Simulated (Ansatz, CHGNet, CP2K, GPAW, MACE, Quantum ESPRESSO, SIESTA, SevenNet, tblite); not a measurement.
**Quantum ESPRESSO on random packing of B74C26 (at. %) (103 atoms): settings against a plane-wave reference**

Aim: run random packing of B74C26 (at. %) (103 atoms) in Quantum ESPRESSO and see how near its forces come to a plane-wave reference, and at what cost.

Calculated with Quantum ESPRESSO 7.5; the method is named at each step.

## Step 1: Starting point

The cell holds 103 atoms: 76 B and 27 C. Its edges and angles: a = 9.542 Å, b = 9.542 Å, c = 9.542 Å, α = 90.0°, β = 90.0°, γ = 90.0°. 103 atoms (76 B, 27 C) packed at random in a cube at 2.19 g/cm³ and pushed apart as soft spheres; a start for melting by ab initio MD, not an equilibrated structure. Then every atom was moved at random, 0.05 Å r.m.s. a Cartesian component.

The yardstick, on the same geometry:

| Quantity | Value |
| --- | --- |
| method | Kohn-Sham DFT, PBE, PAW, plane waves (Ansatz 0.2.0); cutoff 420 eV, Γ point, fermi-dirac smearing of 0.05 eV; PAW set soft_2 |
| r.m.s. force component | 1.347 eV/Å |
| longest force | 5.655 eV/Å |
| pressure | -21.56 GPa |
| SCF cycles | 8 |
| time | 14 s on 4 threads of Arm Neoverse N1, shared host |
| CPU time | 52 s |

## Step 2: PBE, sssp-1.3.0-efficiency, 45/360 Ry

Method: Kohn-Sham DFT, PBE, SSSP efficiency 1.3.0 pseudopotentials, plane waves.

pw.in reads:

```
&control
  calculation = 'scf'
  pseudo_dir = './pseudo'
  outdir = './tmp'
  disk_io = 'none'
  tprnfor = .true.
  tstress = .true.
/
&system
  ibrav = 0
  nat = 103
  ntyp = 2
  ecutwfc = 45
  ecutrho = 360
  nosym = .true.
  occupations = 'smearing'
  smearing = 'fd'
  degauss = 0.003675
/
&electrons
  conv_thr = 5.2e-07
  electron_maxstep = 100
  mixing_beta = 0.2
  mixing_mode = 'local-TF'
  diagonalization = 'david'
/
ATOMIC_SPECIES
B 10.810 B.upf
C 12.011 C.upf
CELL_PARAMETERS angstrom
9.54210 0.00000 0.00000
0.00000 9.54210 0.00000
0.00000 0.00000 9.54210
ATOMIC_POSITIONS crystal
B 0.48294 0.49808 0.15869
B 0.67105 0.04781 0.09619
B 0.72920 0.60452 0.15249
B 0.60227 0.72025 0.24590
B 0.85299 0.08796 0.91418
B 0.38600 0.97979 0.94136
B 0.04908 0.15851 0.33484
B 0.26952 0.64633 0.11063
B 0.17298 0.15519 0.00856
B 0.67975 0.12953 0.39100
B 0.57483 0.03299 0.71826
B 0.25688 0.49998 0.51812
B 0.40023 0.01990 0.20258
B 0.46500 0.21484 0.34725
B 0.91836 0.32771 0.96512
B 0.29197 0.55071 0.29465
B 0.81479 0.94759 0.59637
B 0.96860 0.48470 0.44262
B 0.36326 0.65386 0.71054
B 0.77930 0.31315 0.84202
B 0.88290 0.18415 0.07990
B 0.38357 0.28567 0.95830
B 0.56388 0.34299 0.28494
B 0.41920 0.69867 0.24999
B 0.19131 0.32115 0.53345
B 0.05575 0.77163 0.32974
B 0.20426 0.28360 0.73476
B 0.21702 0.72159 0.86920
B 0.45718 0.56654 0.52118
B 0.24114 0.11973 0.25451
B 0.91215 0.41885 0.80536
B 0.44405 0.14365 0.84555
B 0.27050 0.51327 0.70391
B 0.88597 0.75295 0.04716
B 0.12504 0.00491 0.35879
B 0.04585 0.11414 0.58123
B 0.27971 0.80715 0.21895
B 0.72369 0.40085 0.47456
B 0.78039 0.62022 0.72870
B 0.44067 0.27218 0.14337
B 0.20665 0.72976 0.64624
B 0.21843 0.91794 0.48114
B 0.66332 0.51149 0.66846
B 0.25767 0.48237 0.94651
B 0.05158 0.25758 0.14427
B 0.81404 0.26995 0.35908
B 0.90745 0.82668 0.43660
B 0.18182 0.88869 0.82957
B 0.95340 0.37613 0.18342
B 0.07806 0.42983 0.92332
B 0.89851 0.91909 0.25809
B 0.10428 0.53595 0.32316
B 0.04633 0.91966 0.92496
B 0.55182 0.20717 0.67175
B 0.51148 0.09155 0.01245
B 0.16371 0.50065 0.11659
[... 43 atom lines left out ...]
C 0.71886 0.74297 0.84702
C 0.18922 0.03163 0.73277
C 0.06908 0.80363 0.56384
C 0.55448 0.52840 0.35878
K_POINTS gamma
```

Run with:

```bash
$ OMP_NUM_THREADS=1 mpirun -np 2 pw.x -in pw.in > output.txt
```

Log:

```text
Program PWSCF
     gamma-point specific algorithms are used
     Parallelization info
     sticks:   dense  smooth     PW     G-vecs:    dense   smooth      PW
     Min        4663    2334    588               338182   119690   14927
     Max        4666    2335    589               338183   119695   14928
     Sum        9329    4669   1177               676365   239385   29855
     bravais-lattice index     =            0
     lattice parameter (alat)  =      18.0320  a.u.
     unit-cell volume          =    5863.1161 (a.u.)^3
     number of atoms/cell      =          103
     number of atomic types    =            2
     number of electrons       =       336.00
     number of Kohn-Sham states=          202
     kinetic-energy cutoff     =      45.0000  Ry
     charge density cutoff     =     360.0000  Ry
     scf convergence threshold =      5.2E-07
     mixing beta               =       0.2000
     number of iterations used =            8  local-TF  mixing
     Exchange-correlation= SLA  PW   PBX  PBC
                           (   1   4   3   4   0   0   0)
     crystal axes: (cart. coord. in units of alat)
               a(1) = (   1.000000   0.000000   0.000000 )
               a(2) = (   0.000000   1.000000   0.000000 )
               a(3) = (   0.000000   0.000000   1.000000 )
     reciprocal axes: (cart. coord. in units 2 pi/alat)
               b(1) = (  1.000000  0.000000  0.000000 )
               b(2) = (  0.000000  1.000000  0.000000 )
               b(3) = (  0.000000  0.000000  1.000000 )
     PseudoPot. # 1 for B :
     Pseudo is Ultrasoft + core correction, Zval =  3.0
     PseudoPot. # 2 for C :
     Pseudo is Projector augmented-wave + core cor, Zval =  4.0
     atomic species   valence    mass     pseudopotential
     B                 3.00    10.81000     B ( 1.00)
     C                 4.00    12.01100     C ( 1.00)
     No symmetry found
   Cartesian axes
     number of k points=     1  Fermi-Dirac smearing, width (Ry)=  0.0037
                       cart. coord. in units 2pi/alat
        k(    1) = (   0.0000000   0.0000000   0.0000000), wk =   2.0000000
     Dense  grid:   338183 G-vectors     FFT dimensions: ( 120, 120, 120)
     Smooth grid:   119693 G-vectors     FFT dimensions: (  80,  80,  80)
     Check: negative core charge=   -0.000005
     Initial potential from superposition of free atoms
     starting charge     335.9775, renormalised to     336.0000
     Starting wfcs are  412 randomized atomic wfcs
     Self-consistent Calculation
     iteration #  1     ecut=    45.00 Ry     beta= 0.20
     total energy              =    -970.51397177 Ry
     estimated scf accuracy    <       6.25592678 Ry
     iteration #  2     ecut=    45.00 Ry     beta= 0.20
     total energy              =    -969.05518131 Ry
     estimated scf accuracy    <       4.13994189 Ry
     iteration #  3     ecut=    45.00 Ry     beta= 0.20
     total energy              =    -969.67196933 Ry
     estimated scf accuracy    <       0.29395369 Ry
     iteration #  4     ecut=    45.00 Ry     beta= 0.20
     total energy              =    -969.67831905 Ry
     estimated scf accuracy    <       0.14995918 Ry
     iteration #  5     ecut=    45.00 Ry     beta= 0.20
     total energy              =    -969.66882505 Ry
     estimated scf accuracy    <       0.05868629 Ry
     iteration #  6     ecut=    45.00 Ry     beta= 0.20
     total energy              =    -969.67635297 Ry
     estimated scf accuracy    <       0.02607106 Ry
     iteration #  7     ecut=    45.00 Ry     beta= 0.20
     total energy              =    -969.67468266 Ry
     estimated scf accuracy    <       0.00941242 Ry
     iteration #  8     ecut=    45.00 Ry     beta= 0.20
     total energy              =    -969.67640572 Ry
     estimated scf accuracy    <       0.00115200 Ry
     iteration #  9     ecut=    45.00 Ry     beta= 0.20
     total energy              =    -969.67642770 Ry
     estimated scf accuracy    <       0.00050132 Ry
     iteration # 10     ecut=    45.00 Ry     beta= 0.20
     total energy              =    -969.67646647 Ry
     estimated scf accuracy    <       0.00012256 Ry
     iteration # 11     ecut=    45.00 Ry     beta= 0.20
     total energy              =    -969.67646483 Ry
     estimated scf accuracy    <       0.00004795 Ry
     iteration # 12     ecut=    45.00 Ry     beta= 0.20
     total energy              =    -969.67647355 Ry
     estimated scf accuracy    <       0.00001249 Ry
     iteration # 13     ecut=    45.00 Ry     beta= 0.20
     total energy              =    -969.67647493 Ry
     estimated scf accuracy    <       0.00000181 Ry
     iteration # 14     ecut=    45.00 Ry     beta= 0.20
     total energy              =    -969.67647529 Ry
     estimated scf accuracy    <       0.00000102 Ry
     iteration # 15     ecut=    45.00 Ry     beta= 0.20
     total energy              =    -969.67647521 Ry
     estimated scf accuracy    <       0.00000069 Ry
     iteration # 16     ecut=    45.00 Ry     beta= 0.20
     End of self-consistent calculation
          k = 0.0000 0.0000 0.0000 ( 14928 PWs)   bands (ev):
    -9.1120  -8.7393  -8.0313  -7.8467  -7.4868  -7.2236  -7.1037  -6.7574
    -6.6762  -6.5490  -6.4113  -6.0257  -5.8005  -5.5752  -5.3991  -5.1333
    -5.0475  -4.8729  -4.7090  -4.5795  -4.3359  -4.1690  -3.9588  -3.7061
    -3.5820  -3.4358  -3.3492  -3.2841  -3.1302  -2.9912  -2.8670  -2.8440
    -2.7409  -2.5656  -2.4268  -2.1741  -2.0653  -2.0065  -1.8689  -1.7874
    -1.6771  -1.5662  -1.4744  -1.4076  -1.3351  -1.1641  -0.9946  -0.9651
    -0.8833  -0.7190  -0.6483  -0.5398  -0.3698  -0.3361  -0.2880  -0.2001
    -0.0906   0.0335   0.0676   0.2030   0.2922   0.3666   0.4324   0.5556
     0.6187   0.7517   0.8095   0.8821   0.9563   1.0526   1.1114   1.1539
     1.3190   1.3802   1.4770   1.5360   1.5957   1.6880   1.7924   1.9069
     2.0223   2.0924   2.1901   2.2532   2.3585   2.4169   2.5178   2.6681
     2.7425   2.8457   2.9016   3.0209   3.0993   3.1524   3.2408   3.3357
[...]
7.6300   7.7065   7.7609   7.8805   7.9426   8.0135   8.0452   8.0875
     8.1285   8.2001   8.2296   8.2867   8.3924   8.4355   8.5512   8.6390
     8.6822   8.7423   8.7676   8.8036   8.8697   8.9559   9.0280   9.1310
     9.1810   9.2356   9.2861   9.3317   9.4030   9.4417   9.5400   9.5552
     9.6242   9.6915   9.7070   9.7860   9.8055   9.8933   9.9683   9.9915
    10.0665  10.0962
     the Fermi energy is     8.1153 ev
!    total energy              =    -969.67647532 Ry
     estimated scf accuracy    <       0.00000011 Ry
     smearing contrib. (-TS)   =      -0.02435271 Ry
     internal energy E=F+TS    =    -969.65212261 Ry
     The total energy is F=E-TS. E is the sum of the following terms:
     one-electron contribution =     185.03235015 Ry
     hartree contribution      =      93.01255383 Ry
     xc contribution           =    -334.78470391 Ry
     ewald contribution        =    -746.02840178 Ry
     one-center paw contrib.   =    -166.88392090 Ry
     convergence has been achieved in  16 iterations
     Forces acting on atoms (cartesian axes, Ry/au):
     atom    1 type  1   force =     0.00004204    0.03702658    0.04099253
     atom    2 type  1   force =    -0.04650181    0.07312237   -0.00225007
     atom    3 type  1   force =     0.00572134   -0.00916758   -0.00181847
     atom    4 type  1   force =     0.04915580   -0.11611117    0.04311219
     atom    5 type  1   force =     0.03190658   -0.02938245    0.00497334
     atom    6 type  1   force =     0.01332386    0.00506574   -0.03604138
     atom    7 type  1   force =    -0.03707642    0.08179802   -0.04265899
     atom    8 type  1   force =     0.02712095    0.01426121   -0.06495298
     atom    9 type  1   force =    -0.01797152    0.02237307    0.05759316
     atom   10 type  1   force =    -0.00729750   -0.05025357   -0.02036532
     atom   11 type  1   force =    -0.02747056   -0.00638397    0.05163203
     atom   12 type  1   force =     0.04389706    0.01277223   -0.03997551
[...]
atom   99 type  2   force =     0.02576600   -0.02558805    0.01318005
     atom  100 type  2   force =     0.07252117    0.08498910   -0.08437718
     atom  101 type  2   force =     0.00732566   -0.01007318   -0.06609865
     atom  102 type  2   force =     0.00401915   -0.12568390    0.00541954
     atom  103 type  2   force =    -0.00750452   -0.06020342    0.04774275
     Total force =     0.918724     Total SCF correction =     0.000434
     Computing stress (Cartesian axis) and pressure
          total   stress  (Ry/bohr**3)                   (kbar)     P=     -217.27
  -0.00124752   0.00020638  -0.00008217         -183.52       30.36      -12.09
   0.00020638  -0.00142599   0.00023073           30.36     -209.77       33.94
  -0.00008217   0.00023073  -0.00175750          -12.09       33.94     -258.54
     Message from routine punch:
     Nothing written, as per user request (disk_io='none')
```

Wall time 3.2 min (2 MPI ranks of Arm Neoverse N1, shared host); peak memory 1.8 GiB; 6.4 min of CPU time.

Banners, paths, timers and routine set-up lines are dropped from the logs unmarked, and long logs keep their key lines alone; longer cuts are marked.

Numbers from this run, and their distance from the reference:

```
r.m.s. force component                  : 1.344 eV/Å
r.m.s. difference of force components   : 11.7 meV/Å
longest difference of force vectors     : 53.36 meV/Å
force difference over r.m.s. force      : 0.8681 %
slope of forces against the reference's : 0.9973
correlation of force components         : 1
pressure                                : -21.73 GPa
pressure difference                     : -0.1716 GPa
```

Length of the force difference by element (eV/Å):

```
element  atoms   mean   most
      B     76  0.019  0.053
      C     27  0.013  0.024
```

Local excerpt of 11 atoms (numbers count through the whole input) about B49, which bears the longest force; x, y, z are measured from there.

```
atom      x      y      z  distance (Å)     Fx     Fy  Fz (eV/Å)
 B49   0.00   0.00   0.00          0.00  -4.37   3.50       0.43
 B45   0.94  -1.13  -0.37          1.52   3.13  -3.74      -0.11
 B57  -1.79   0.40  -0.10          1.84  -0.64  -1.56      -1.88
 B68  -0.98   1.34   0.96          1.92   1.83   1.01       1.07
 B15  -0.33  -0.46  -2.08          2.16   0.96  -0.17       0.25
 B21  -0.67  -1.83  -0.99          2.19   0.19  -1.96       0.24
 B72   0.02   1.48  -1.71          2.26  -0.42   0.97       0.91
 B46  -1.33  -1.01   1.68          2.37  -1.13  -0.30       0.27
 B56   2.01   1.19  -0.64          2.42   1.43  -0.62       0.08
 B64   0.34   2.40  -0.14          2.43  -0.33   1.30       0.21
 B52   1.44   1.53   1.33          2.49   1.45  -0.69       0.42
```

Forces lie 0.87 % from the reference's, at 7.3 times its CPU time (on 2 against 4 cores).

(Part 1 of 2 ends here.)

[Also dropped from logs without a mark: logging warnings of Python, and SIESTA's first energy breakdown and zero terms.]

[Logs are printed without paths, hosts, clocks, repeated set-up lines and the standing remarks that a program may print on its own settings, such as how far it seeks lower states.]

[Hosts, paths, dates, database ids (printed as entryN), source tags and the programs' standing remarks are cut or masked in the printed files.]
